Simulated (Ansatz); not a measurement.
# Which magnetic ion is it?

A crystal has the composition Rb2NaMF6, where M is a 3d element. A calculation (PBE+U, spin-orbit coupling in second variation, Ansatz) gives:

| Property | Result |
| --- | --- |
| S | 5/2 |
| g | 2.0087 (isotropic) |
| moment in its sphere | 4.01 μB |

**Question.** Which ion is it, and why?

The crystal is Rb2NaFeF6, space group Fm-3m. The spin sits on Fe, with 6 F at 1.93 Å round it. With the usual charges of the other elements M must be +3. The high-spin ion of that charge with S = 5/2 in this row is Fe³⁺ high-spin d⁵. Low-spin ions are left aside. The shift from the free-electron value is small, as for a half-filled shell without orbital momentum.

[Hosts, paths, dates, database ids (printed as entryN), source tags and the programs' standing remarks are cut or masked in the printed files.]
